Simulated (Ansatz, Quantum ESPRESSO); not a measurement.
# vacuum gap of 6.0 Å between two Co(111) faces: ballistic transmission, part 3 of 4

How well does the junction conduct in the ballistic limit? It is: vacuum gap of 6.0 Å between two Co(111) faces.

Quantum ESPRESSO 7.5; plane-wave DFT, PBE, GBRV ultrasoft pseudopotentials; cross-check by Ansatz 0.2.0 with PAW datasets.

So far. Step 2 (Ground state): The run needed 20 iterations to bring the estimated error under 1e-07 Ry; the largest force on any atom, held or free, is 0.45 eV/Å. The cell keeps a moment of 20.0 μB. Step 3 (The open system, spin up): At no point does T exceed the number of channels.

### 6. The open system, spin up, with epsproj = 0.01

Level of this step: transmission by pwcond, lead and junction from one cell; plane-wave DFT, PBE, GBRV ultrasoft pseudopotentials (Quantum ESPRESSO).

A sensitivity test on the input.

cond_up.w.in

```
&inputcond
  outdir = './out'
  prefixt = 'scf'
  tran_file = 'cond_up.w.dat'
  bdl = 2.4494897417
  bds = 11.3920536885
  ikind = 1
  ewind = 4.0
  epsproj = 0.01
  nz1 = 7
  iofspin = 1
  energy0 = 0.4
  denergy = -0.4
/
19
  0.00000000 0.00000000 0.00694444
  0.00000000 0.08333333 0.04166667
  0.00000000 0.16666667 0.04166667
  0.00000000 0.25000000 0.04166667
  0.00000000 0.33333333 0.04166667
  0.00000000 0.41666667 0.04166667
  0.00000000 0.50000000 0.02083333
  0.08333333 0.16666667 0.04166667
  0.08333333 0.25000000 0.08333333
  0.08333333 0.33333333 0.08333333
  0.08333333 0.41666667 0.08333333
  0.08333333 0.50000000 0.08333333
  0.16666667 0.33333333 0.04166667
  0.16666667 0.41666667 0.08333333
  0.16666667 0.50000000 0.08333333
  0.16666667 0.58333333 0.04166667
  0.25000000 0.50000000 0.04166667
  0.25000000 0.58333333 0.08333333
  0.33333333 0.66666667 0.01388889
3
```

Run with:

```console
> OMP_NUM_THREADS=1 mpirun -n 4 pwcond.x -in cond_up.w.in > cond_up.w.out
```

Output:

```text
[banner, memory and clock lines left out]
Program PWCOND v.7.5 starts
[citation notice left out]

[...]
./out/scf.save/

     IMPORTANT: XC functional enforced from input :
     Exchange-correlation= PBE
                           (   1   4   3   4   0   0   0)
     Any further DFT definition will be discarded
     Please, verify this is what you really want

     Check: negative core charge=   -0.000056
     Reading collected, re-writing distributed wavefunctions

===== INPUT FILE containing all the regions =====

     GEOMETRY:

     lattice parameter (alat)  =       4.7036  a.u.
     the volume                =    1026.6260 (a.u.)^3
     the cross section         =      19.1595 (a.u.)^2
     l of the unit cell        =      11.3921 (alat)
     number of atoms/cell      =           12
     number of atomic types    =            1

     crystal axes: (cart. coord. in units of alat)
               a(1) = (  1.0000  0.0000  0.0000 )
               a(2) = (  0.5000  0.8660  0.0000 )
               a(3) = (  0.0000  0.0000 11.3921 )

   Cartesian axes

     site n.     atom                  positions (alat units)
          1        Co     tau(  1)=(  0.0000  0.0000 11.3921  )
          2        Co     tau(  2)=(  0.5000  0.2887  0.8165  )
          3        Co     tau(  3)=(  1.0000  0.5774  1.6330  )
          4        Co     tau(  4)=(  0.0000  0.0000  2.4495  )
          5        Co     tau(  5)=(  0.5000  0.2887  3.2660  )
          6        Co     tau(  6)=(  1.0000  0.5774  4.0825  )
          7        Co     tau(  7)=(  0.0000  0.0000  6.4931  )
          8        Co     tau(  8)=(  0.5000  0.2887  7.3096  )
          9        Co     tau(  9)=(  1.0000  0.5774  8.1261  )
         10        Co     tau( 10)=(  0.0000  0.0000  8.9426  )
         11        Co     tau( 11)=(  0.5000  0.2887  9.7591  )
         12        Co     tau( 12)=(  1.0000  0.5774 10.5756  )

     nr1s                      =           20
     nr2s                      =           20
     nr3s                      =          216
     nr1sx                     =           20
     nr2sx                     =           20
     nr3sx                     =          216
     nr1                       =           24
     nr2                       =           24
     nr3                       =          243
     nr1x                      =           24
     nr2x                      =           24
     nr3x                      =          243

 _______________________________
  Radii of nonlocal spheres:

     type       ibeta     ang. mom.          radius (alat units)
       Co         1         0                    0.3334
       Co         2         0                    0.3334
       Co         3         1                    0.3334
       Co         4         1                    0.3334
       Co         5         2                    0.3334
       Co         6         2                    0.3334
----- General information -----

--- T calc. with identical leads (ikind=1) ---

         LSDA calculations, spin index =     1

     nrx                       =           20
     nry                       =           20
     nz1                       =            7

     energy0               =         4.0E-01
     denergy               =        -4.0E-01
     nenergy               =          3
     ecut2d                =         4.0E+01
     ewind                 =         4.0E+00
     epsproj               =         1.0E-02

     number of k_|| points=   19
                       cryst. coord.
        k(    1) = (   0.0000000   0.0000000), wk =   0.0069444
        k(    2) = (   0.0000000   0.0833333), wk =   0.0416667
[...]
k(   19) = (   0.3333333   0.6666667), wk =   0.0138889
----- Information about left/right lead -----

     nocros                   =           18
     noins                    =           36
     norb                     =           72
     norbf                    =          180
     nrz                      =           46

      iorb      type   ibeta   ang. mom.   m       position (alat)
        1        1       1        0        1   taunew(   1)=(  0.0000  0.0000  0.0000)
        2        1       2        0        1   taunew(   2)=(  0.0000  0.0000  0.0000)
[...]
72        1       6        2        5   taunew(  72)=(  0.0000  0.0000  2.4495)
    k slab    z(k)  z(k+1)     crossing(iorb=1,norb)
    1   0.0000 0.0532 0.0532   111111111111111111000000000000000000000000000000000000000000000000000000
    2   0.0532 0.1065 0.0532   111111111111111111000000000000000000000000000000000000000000000000000000
[...]
46   2.3962 2.4495 0.0532   000000000000000000000000000000000000000000000000000000111111111111111111
----- Information about scattering region -----

     noins                    =          144
     norb                     =          180
     norbf                    =          180
     nrz                      =          170

      iorb      type   ibeta   ang. mom.   m       position (alat)
        1        1       1        0        1   taunew(   1)=(  0.0000  0.0000  0.0000)
        2        1       2        0        1   taunew(   2)=(  0.0000  0.0000  0.0000)
[...]
180        1       6        2        5   taunew( 180)=(  0.0000  0.0000  8.9426)
 ngper, shell number =           61           9
 ngper, n2d =           61          32
---  E-Ef =    0.4000000  k =    0.0000000   0.0000000
---  ie =          1  ik =          1
 Nchannels of the left tip =            0
 Right moving states:
   k1(2pi/a)   k2(2pi/a)   E-Ef (eV)
 Left moving states:
   k1(2pi/a)   k2(2pi/a)   E-Ef (eV)

 to transmit
          E-Ef(ev), T =    0.4000000   0.0000000
---  E-Ef =    0.0000000  k =    0.0000000   0.0000000
---  ie =          2  ik =          1
 Nchannels of the left tip =            0
 Right moving states:
   k1(2pi/a)   k2(2pi/a)   E-Ef (eV)
 Left moving states:
   k1(2pi/a)   k2(2pi/a)   E-Ef (eV)

 to transmit
          E-Ef(ev), T =    0.0000000   0.0000000
---  E-Ef =   -0.4000000  k =    0.0000000   0.0000000
---  ie =          3  ik =          1
 Nchannels of the left tip =            0
 Right moving states:
   k1(2pi/a)   k2(2pi/a)   E-Ef (eV)
 Left moving states:
   k1(2pi/a)   k2(2pi/a)   E-Ef (eV)

 to transmit
          E-Ef(ev), T =   -0.4000000   0.0000000
 ngper, shell number =           61          35
 ngper, n2d =           61          34
[... further energies and points left out ...]
---  E-Ef =    0.4000000  k =    0.3333333   0.6666667
---  ie =          1  ik =         19
 Nchannels of the left tip =            0
 Right moving states:
   k1(2pi/a)   k2(2pi/a)   E-Ef (eV)
 Left moving states:
   k1(2pi/a)   k2(2pi/a)   E-Ef (eV)

 to transmit
          E-Ef(ev), T =    0.4000000   0.0000000
---  E-Ef =    0.0000000  k =    0.3333333   0.6666667
---  ie =          2  ik =         19
 Nchannels of the left tip =            0
 Right moving states:
   k1(2pi/a)   k2(2pi/a)   E-Ef (eV)
 Left moving states:
   k1(2pi/a)   k2(2pi/a)   E-Ef (eV)

 to transmit
          E-Ef(ev), T =    0.0000000   0.0000000
---  E-Ef =   -0.4000000  k =    0.3333333   0.6666667
---  ie =          3  ik =         19
 Nchannels of the left tip =            0
 Right moving states:
   k1(2pi/a)   k2(2pi/a)   E-Ef (eV)
 Left moving states:
   k1(2pi/a)   k2(2pi/a)   E-Ef (eV)

 to transmit
          E-Ef(ev), T =   -0.4000000   0.0000000
   T_tot     0.40000      0.18267E-01
   T_tot     0.00000      0.78725E-02
   T_tot    -0.40000      0.44285E-02

[...]
```

Run time: 18 s. Hardware: 4 MPI ranks of Arm Neoverse V2, shared host; peak memory 0.2 GiB.

The changed values were drawn from a wide range, not chosen for quality; the comparison shows what they did here together.

Beside the run it was changed from:

```
                                quantity  this run  unchanged run  difference
transmission at the Fermi level, spin up  0.007872       0.008019     -1.5e-4
                           wall time (s)        18             33
```

Over all energies T moves by up to 0.0011, at 0.4 eV.

The physical values in this table move by up to 1.8 %.

### 7. The open system, spin up, with bdl = 4.8775 Å in length

Another try, with an input changed as a hurried user might.

cond_up.bad.in

```
&inputcond
  outdir = './out'
  prefixt = 'scf'
  tran_file = 'cond_up.bad.dat'
  bdl = 1.9596098439
  bds = 11.3920536885
  ikind = 1
  ewind = 4.0
  epsproj = 1e-05
  nz1 = 7
  iofspin = 1
  energy0 = 0.4
  denergy = -0.4
/
19
  0.00000000 0.00000000 0.00694444
  0.00000000 0.08333333 0.04166667
  0.00000000 0.16666667 0.04166667
  0.00000000 0.25000000 0.04166667
  0.00000000 0.33333333 0.04166667
  0.00000000 0.41666667 0.04166667
  0.00000000 0.50000000 0.02083333
  0.08333333 0.16666667 0.04166667
  0.08333333 0.25000000 0.08333333
  0.08333333 0.33333333 0.08333333
  0.08333333 0.41666667 0.08333333
  0.08333333 0.50000000 0.08333333
  0.16666667 0.33333333 0.04166667
  0.16666667 0.41666667 0.08333333
  0.16666667 0.50000000 0.08333333
  0.16666667 0.58333333 0.04166667
  0.25000000 0.50000000 0.04166667
  0.25000000 0.58333333 0.08333333
  0.33333333 0.66666667 0.01388889
3
```

Run with:

```console
> OMP_NUM_THREADS=1 mpirun -n 4 pwcond.x -in cond_up.bad.in > cond_up.bad.out
```

Output:

```text
[banner, memory and clock lines left out]
Program PWCOND v.7.5 starts

          URL

     ./out/scf.save/

     IMPORTANT: XC functional enforced from input :
     Exchange-correlation= PBE
                           (   1   4   3   4   0   0   0)
     Any further DFT definition will be discarded
     Please, verify this is what you really want

     Check: negative core charge=   -0.000056
     Reading collected, re-writing distributed wavefunctions

===== INPUT FILE containing all the regions =====

     GEOMETRY:

     lattice parameter (alat)  =       4.7036  a.u.
     the volume                =    1026.6260 (a.u.)^3
     the cross section         =      19.1595 (a.u.)^2
     l of the unit cell        =      11.3921 (alat)
     number of atoms/cell      =           12
     number of atomic types    =            1

     crystal axes: (cart. coord. in units of alat)
               a(1) = (  1.0000  0.0000  0.0000 )
               a(2) = (  0.5000  0.8660  0.0000 )
               a(3) = (  0.0000  0.0000 11.3921 )

   Cartesian axes

     site n.     atom                  positions (alat units)
          1        Co     tau(  1)=(  0.0000  0.0000 11.3921  )
          2        Co     tau(  2)=(  0.5000  0.2887  0.8165  )
          3        Co     tau(  3)=(  1.0000  0.5774  1.6330  )
          4        Co     tau(  4)=(  0.0000  0.0000  2.4495  )
          5        Co     tau(  5)=(  0.5000  0.2887  3.2660  )
          6        Co     tau(  6)=(  1.0000  0.5774  4.0825  )
          7        Co     tau(  7)=(  0.0000  0.0000  6.4931  )
          8        Co     tau(  8)=(  0.5000  0.2887  7.3096  )
          9        Co     tau(  9)=(  1.0000  0.5774  8.1261  )
         10        Co     tau( 10)=(  0.0000  0.0000  8.9426  )
         11        Co     tau( 11)=(  0.5000  0.2887  9.7591  )
         12        Co     tau( 12)=(  1.0000  0.5774 10.5756  )

     nr1s                      =           20
     nr2s                      =           20
     nr3s                      =          216
     nr1sx                     =           20
     nr2sx                     =           20
     nr3sx                     =          216
     nr1                       =           24
     nr2                       =           24
     nr3                       =          243
     nr1x                      =           24
     nr2x                      =           24
     nr3x                      =          243

 _______________________________
  Radii of nonlocal spheres:

     type       ibeta     ang. mom.          radius (alat units)
       Co         1         0                    0.3334
       Co         2         0                    0.3334
       Co         3         1                    0.3334
       Co         4         1                    0.3334
       Co         5         2                    0.3334
       Co         6         2                    0.3334
[...]
181        1       1        0        1   taunew( 181)=(  0.0000  0.0000  9.4324)
      182        1       2        0        1   taunew( 182)=(  0.0000  0.0000  9.4324)
      183        1       3        1        1   taunew( 183)=(  0.0000  0.0000  9.4324)
      184        1       3        1        2   taunew( 184)=(  0.0000  0.0000  9.4324)
      185        1       3        1        3   taunew( 185)=(  0.0000  0.0000  9.4324)
      186        1       4        1        1   taunew( 186)=(  0.0000  0.0000  9.4324)
      187        1       4        1        2   taunew( 187)=(  0.0000  0.0000  9.4324)
      188        1       4        1        3   taunew( 188)=(  0.0000  0.0000  9.4324)
      189        1       5        2        1   taunew( 189)=(  0.0000  0.0000  9.4324)
      190        1       5        2        2   taunew( 190)=(  0.0000  0.0000  9.4324)
      191        1       5        2        3   taunew( 191)=(  0.0000  0.0000  9.4324)
      192        1       5        2        4   taunew( 192)=(  0.0000  0.0000  9.4324)
      193        1       5        2        5   taunew( 193)=(  0.0000  0.0000  9.4324)
      194        1       6        2        1   taunew( 194)=(  0.0000  0.0000  9.4324)
      195        1       6        2        2   taunew( 195)=(  0.0000  0.0000  9.4324)
      196        1       6        2        3   taunew( 196)=(  0.0000  0.0000  9.4324)
      197        1       6        2        4   taunew( 197)=(  0.0000  0.0000  9.4324)
      198        1       6        2        5   taunew( 198)=(  0.0000  0.0000  9.4324)
 ngper, shell number =           61           9
 ngper, n2d =           61          57
---  E-Ef =    0.4000000  k =    0.0000000   0.0000000
---  ie =          1  ik =          1
 Nchannels of the left tip =            0
 Right moving states:
   k1(2pi/a)   k2(2pi/a)   E-Ef (eV)
 Left moving states:
   k1(2pi/a)   k2(2pi/a)   E-Ef (eV)

 to transmit
          E-Ef(ev), T =    0.4000000   0.0000000
---  E-Ef =    0.0000000  k =    0.0000000   0.0000000
---  ie =          2  ik =          1
 Nchannels of the left tip =            0
 Right moving states:
   k1(2pi/a)   k2(2pi/a)   E-Ef (eV)
 Left moving states:
   k1(2pi/a)   k2(2pi/a)   E-Ef (eV)

 to transmit
          E-Ef(ev), T =    0.0000000   0.0000000
---  E-Ef =   -0.4000000  k =    0.0000000   0.0000000
---  ie =          3  ik =          1
 Nchannels of the left tip =            0
 Right moving states:
   k1(2pi/a)   k2(2pi/a)   E-Ef (eV)
 Left moving states:
   k1(2pi/a)   k2(2pi/a)   E-Ef (eV)

 to transmit
          E-Ef(ev), T =   -0.4000000   0.0000000
 ngper, shell number =           61          35
 ngper, n2d =           61          61
[... further energies and points left out ...]
---  E-Ef =    0.4000000  k =    0.0833333   0.4166667
---  ie =          1  ik =         11
 Nchannels of the left tip =            0
 Right moving states:
   k1(2pi/a)   k2(2pi/a)   E-Ef (eV)
 Left moving states:
   k1(2pi/a)   k2(2pi/a)   E-Ef (eV)

 to transmit
          E-Ef(ev), T =    0.4000000   0.0000000
---  E-Ef =    0.0000000  k =    0.0833333   0.4166667
---  ie =          2  ik =         11
 Nchannels of the left tip =            0
 Right moving states:
   k1(2pi/a)   k2(2pi/a)   E-Ef (eV)
 Left moving states:
   k1(2pi/a)   k2(2pi/a)   E-Ef (eV)

 to transmit
          E-Ef(ev), T =    0.0000000   0.0000000
---  E-Ef =   -0.4000000  k =    0.0833333   0.4166667
---  ie =          3  ik =         11
free(): invalid next size (normal)
[the program aborted with signal SIGABRT; backtrace left out]
```

Elapsed: 18 s, on 4 MPI ranks; peak memory 0.23 GiB.

The run ended with an error.

The fault put into the input: a lead boundary that cuts the period (inputcond.bdl = "4.8775 \u00c5 in length").

(Continued in part 4 of 4.)

[Logs are printed without paths, hosts, clocks, repeated set-up lines and the standing remarks that a program may print on its own settings, such as how far it seeks lower states.]

[Hosts, paths, dates, database ids (printed as entryN), source tags and the programs' standing remarks are cut or masked in the printed files.]

[Maps of the electrostatic potential energy from Ansatz leave out the sawtooth potential of an applied field or a dipole correction, so their vacuum need not be flat; planar profiles and work functions include it.]
